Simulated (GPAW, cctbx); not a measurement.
# Bonding in ZnCd2SnTe4 as X-rays see it

Aim: compute the bonding part of the density of ZnCd2SnTe4, find which reflections carry it, and see how it biases an ordinary refinement.

The cell comes from substitution in a known structure type and wasn't matched to any measured phase. All numbers below are calculated.

### 1. Find the equilibrium geometry

The density hangs on the geometry, so cell and atoms are relaxed first, with the symmetry held. The cutoff is set higher than for the density because stress converges slowly with plane waves.

Settings: GPAW 26.7.0, PBE, 570 eV, 4×4×4 k-points, Fermi–Dirac width 0.1 eV, BFGS to 0.03 eV/Å.

```text
cell
1.0
     6.405000000    0.000000000    0.000000000
     0.000000000    6.405000000    0.000000000
    -3.202500000   -3.202500000    6.482000000
Te Sn Cd Zn
4 1 2 1
Direct
0.617300000 0.617300000 0.711600000
0.094300000 0.094300000 0.711600000
0.905700000 0.382700000 0.288400000
0.382700000 0.905700000 0.288400000
0.500000000 0.500000000 0.000000000
0.750000000 0.250000000 0.500000000
0.250000000 0.750000000 0.500000000
0.000000000 0.000000000 0.000000000
```

```console
$ OMP_NUM_THREADS=1 mpirun -n 4 gpaw python run.py > gpaw.log
```

```text
BFGS:    0      -21.094150        1.975684
BFGS:    1      -21.365830        1.764288
BFGS:    2      -22.316067        0.691618
BFGS:    3      -22.516432        0.324704
...
BFGS:   18      -22.577515        0.063457
BFGS:   19      -22.579283        0.035085
BFGS:   20      -22.579597        0.008241
cell  6.7344 6.7344 8.0234  114.81 114.81 90.00
volume 292.858 A^3, largest force 0.005 eV/A, largest stress 0.01 GPa
```

After 20 steps the volume has changed by +10.1 % and the energy by -1.485 eV; the largest stress left is 0.01 GPa. It took 14 min on 4 cores of Arm Neoverse V2 (shared host), peak memory 2.2 GiB.

Relaxed structure: I-42m (no. 121), a = 6.7344 Å, b = 6.7344 Å, c = 12.9150 Å, α = 90.00°, β = 90.00°, γ = 90.00°.

| atom | mult. | x | y | z |
| --- | --- | --- | --- | --- |
| Te1 | 8 | 0.7229 | 0.2771 | 0.3735 |
| Sn1 | 2 | 1/2 | 1/2 | 0 |
| Cd1 | 4 | 0 | 1/2 | 1/4 |
| Zn1 | 2 | 0 | 0 | 0 |

### 2. Density and charge transfer

X-rays see the whole electron density, so the PAW density is rebuilt with its core regions. Subtracting spherical free atoms from the same code cancels the cores and leaves the deformation density Δρ, the part due to bonding.

Settings: PBE, 450 eV, 4×4×4 k-points, Fermi–Dirac width 0.1 eV; primitive cell of 8 atoms.

```console
$ OMP_NUM_THREADS=1 mpirun -n 4 gpaw python run.py > gpaw.log
```

```text
|iter:   1|       0s |  -23.137402 | +0.32 |       |
|iter:   2|       3s |  -23.033128 | -0.60 | -1.27 |
|iter:   3|       5s |  -22.510814 | -0.64 | -1.32 |
...
|iter:  11|      25s |  -22.444021c| -6.63 | -5.12c|
|iter:  12|      26s |  -22.444021c| -7.21 | -5.58c|
|iter:  13|      28s |  -22.444021c| -7.44c| -6.12c|
```

```text
gpts.py:43: UserWarning: Initial realspace grid (35,35,40) inconsistent with symmetries.
gpts.py:43: UserWarning: Initial realspace grid (35,35,40) inconsistent with symmetries.
gpts.py:43: UserWarning: Initial realspace grid (35,35,40) inconsistent with symmetries.
gpts.py:43: UserWarning: Initial realspace grid (35,35,40) inconsistent with symmetries.
gpts.py:70: UserWarning: Using symmetrized grid: (40,40,40).
gpts.py:70: UserWarning: Using symmetrized grid: (40,40,40).
gpts.py:70: UserWarning: Using symmetrized grid: (40,40,40).
gpts.py:70: UserWarning: Using symmetrized grid: (40,40,40).
grid (80, 80, 80)  electrons 384.000  moved by bonding 1.545 e
deformation density beyond 0.5 A of the nuclei: max 0.082, min -0.066 e/A^3
atom        x       y       z   Voronoi charge  moment
Te1    0.0964  0.6505  0.7469     -0.209       0.00
Te2    0.6505  0.0964  0.7469     -0.209       0.00
Te3    0.9036  0.9036  0.2531     -0.209       0.00
Te4    0.3495  0.3495  0.2531     -0.209       0.00
Sn5    0.5000  0.5000  0.0000      0.210       0.00
Cd6    0.2500  0.7500  0.5000      0.243       0.00
Cd7    0.7500  0.2500  0.5000      0.243       0.00
Zn8    0.0000  0.0000  0.0000      0.141       0.00
mean inner potential of superposed free atoms 12.821 V
total magnetic moment 0.000 muB
```

Deformation density in a plane through the shortest contact of the Te atom at the origin, in 0.01 e/Å³ (clipped at ±99); x from -1.6 to 4.3 Å, y from 2.4 down to -2.4 Å:

```text
  8   .   .  -4  -2  -1  -1   0   0   0   0   0   0   0   0   0
 -5  -1  -4  -4  -1   0   0   0   0   0   0   0   0   0   0   0
 -3  -3   0   3   3   1   0   0   0  -1  -1  -1   0   0   0   0
  0   2   5   7   4   1   0   0   0  -1  -2  -2  -1   0   0   0
  0   2   4   4   0  -1   0   2   1  -2  -5  -5  -4  -2  -1   0
  0   0   0  -2   .  -2   1   6   4  -4  -3   .  -4  -4  -2  -1
 -1  -1  -1   .   .   .   0   8   5  -5   .   .   .  -5  -2  -1
  0   0   0  -2   .  -1   1   6   4  -4  -4   .  -5  -4  -1  -1
  0   1   1   0  -1  -1   0   2   1  -2  -5  -4  -1   2   1   0
  0   1   2   1   0  -1   0   0   0   0   0   3   7   6   3   1
  0   0   1   1   0   0   0   0   0   0   1   4   6   4   1   0
  0   0   0   0   0   0   0   0   0   0   0   1   0  -2  -2  -1
  0   0   0   0   0   0   0   0   0   0   0  -1  -2   .   .  -2
```

Atoms in or within 0.15 Å of the plane: Te (0.0, 0.0), Zn (2.7, 0.0) Å. Dots mark points within about 0.45 Å of a nucleus; large values next to them are atomic features.

Te gains most (-0.21 e) and Cd loses most (+0.24 e); Te is the most electronegative element, but the order of the others doesn't follow electronegativity. Such charges fall far short of formal ones, since overlapping free atoms already put density on their neighbours. Along the shortest contact from the Te atom at the map's origin, Te–Zn at 2.68 Å, Δρ is +0.08 e/Å³ at the midpoint: a modest build-up. At the midpoints of other shortest contacts it is +0.06 (Te–Cd, 2.88 Å) and +0.05 (Te–Sn, 3.10 Å) e/Å³. Point values carry grid noise of about 0.01 e/Å³. The run needed 13 iterations, 38 s.

### 3. From the density to structure factors

The Fourier components of Δρ, added to those of the free atoms, give the static X-ray structure factors; the Mott–Bethe relation turns them into the Fourier components V of the potential that fast electrons feel.

```text
static structure factors of the conventional cell: F in electrons, V (Mott-Bethe) in volts
   h  k  l      d  |F| table  |F| free   |F| DFT   change   |V| free  |V| DFT  change %
   0  0  2  6.4575    38.831    38.938    38.790   -0.148     0.363    0.411     13.3
   1  0  1  5.9713     8.992     9.031     9.086    0.054     0.077    0.062    -19.7
   1  1  0  4.7619    19.483    19.567    19.251   -0.316     0.091    0.147     61.4
   1  1  2  3.8326   477.211   477.463   478.004    0.541     6.697    6.631     -1.0
   1  0  3  3.6272    79.955    80.008    80.319    0.311     1.154    1.122     -2.8
   2  0  0  3.3672    31.797    31.979    33.023    1.044     0.726    0.633    -12.8
   0  0  4  3.2287    51.507    51.751    52.559    0.808     0.974    0.908     -6.8
   2  0  2  2.9857    21.715    21.684    21.548   -0.136     0.190    0.200      5.0
   2  1  1  2.9330   109.081   109.196   109.263    0.068     1.431    1.426     -0.3
   1  1  4  2.6724    39.041    39.020    38.869   -0.151     0.425    0.433      2.0
   2  1  3  2.4678    75.144    75.184    74.916   -0.268     0.908    0.921      1.4
   1  0  5  2.4117    69.199    69.385    69.476    0.091     0.817    0.812     -0.5
   2  2  0  2.3810   572.205   572.008   571.459   -0.550     6.640    6.665      0.4
   2  0  4  2.3305   585.710   585.496   584.925   -0.571     6.731    6.755      0.4
```

The largest X-ray change is +1.04 e on 200, 3.3 % of |F|. For electrons V goes as (Z − F)/g², so a change of F counts against Z − F, which is small at low angle and wherever the atoms' terms cancel: |V| of 002 moves by +13.3 % (0.36 to 0.41 V) against -0.4 % in |F|. The last three rows still change by up to 0.57 e; the table stops while the angles are still low. The tabulated Hartree–Fock atoms differ from the free DFT atoms by up to 0.25 e, so the choice of reference atom matters too.

### 4. The functional ladder

The same geometry is run with other functionals, to see whether the bonding signal is larger than the spread between approximations. Free atoms are LDA for LDA and PBE otherwise. Any other changed setting is in the row's label.

| run | ΔF 200 (e) | ΔF 004 (e) | ΔF 112 (e) | q(Te) (e) | moved (e) | time |
| --- | --- | --- | --- | --- | --- | --- |
| PBE | +1.044 | +0.808 | +0.541 | -0.209 | 1.545 | 38 s |
| LDA | +0.982 | +0.762 | +0.385 | -0.188 | 1.428 | 36 s |
| RPBE | +1.079 | +0.827 | +0.649 | -0.227 | 1.683 | 41 s |

At the base's settings ΔF(200) spans +0.982 to +1.079 e, a spread of 9 % of the PBE value; over the three listed reflections the spread is at most 49 %, so the sign holds and the size hangs on the functional. Times are from shared hosts.

### 5. What a spherical-atom refinement makes of it

Routine crystallography fits spherical atoms. To see the bias, intensities are simulated from tabulated atoms plus the DFT change ΔF, so that bonding alone can misfit (9780 reflections of the full sphere, merged to the counts below, to 0.5 Å, 1 % proportional noise plus counting noise, assumed isotropic U as listed, Δρ smeared by the mean U) and refined with cctbx over different ranges.

```
                    range  data      R1  GooF  U Te1 (true 0.0067)  U Sn1 (true 0.0068)  U Cd1 (true 0.0069)  U Zn1 (true 0.0082)  largest shift (Å)  Δρ max, min (e/Å³)
                 all data  1325  0.0048  0.93               0.0067               0.0068               0.0069               0.0082             0.0000         0.27, -0.25
 low resolution, d > 0.84   297  0.0034  0.89               0.0067               0.0067               0.0068               0.0082             0.0001         0.13, -0.09
     high order, d < 0.75   913  0.0056  0.93               0.0067               0.0068               0.0069               0.0082             0.0000         0.22, -0.24
occupancies free, d > 0.7   508  0.0037  0.90               0.0067               0.0068               0.0069               0.0084             0.0002         0.16, -0.13
```

With all data GooF is 0.93, so at this noise the bonding hardly shows; the top residual peak, near noise level, lies 1.19 Å from Te and 2.43 Å from Cd. No U is off by more than 3 s.u. at low resolution. With Te1 held at 1 and the scale free, the other occupancies refine to Sn1 1.001(0.001), Cd1 1.000(0.001) and Zn1 1.002(0.002), within three s.u. of full.

### 6. Answer

Bonding moves 1.54 e in the primitive cell of ZnCd2SnTe4 and changes the structure factors of the conventional cell in the table above by at most 1.04 e (200, 3.3 %). The shortest bond, Te–Zn, has Δρ = +0.08 e/Å³ at its midpoint. At the base's settings ΔF(200) spans +0.982 to +1.079 e, a spread of 9 % of the PBE value; over the three listed reflections the spread is at most 49 %, so the sign holds and the size hangs on the functional. With all data GooF is 0.93, so at this noise the bonding hardly shows. Limits: static density, frozen cores, no spin–orbit coupling.

[Outputs are excerpts: Python notices, other lines and further rows are left out; steps that failed or that the build refused (PBEsol, TPSS) are not shown.]

[Logs are printed without paths, hosts, clocks, repeated set-up lines and the standing remarks that a program may print on its own settings, such as how far it seeks lower states.]
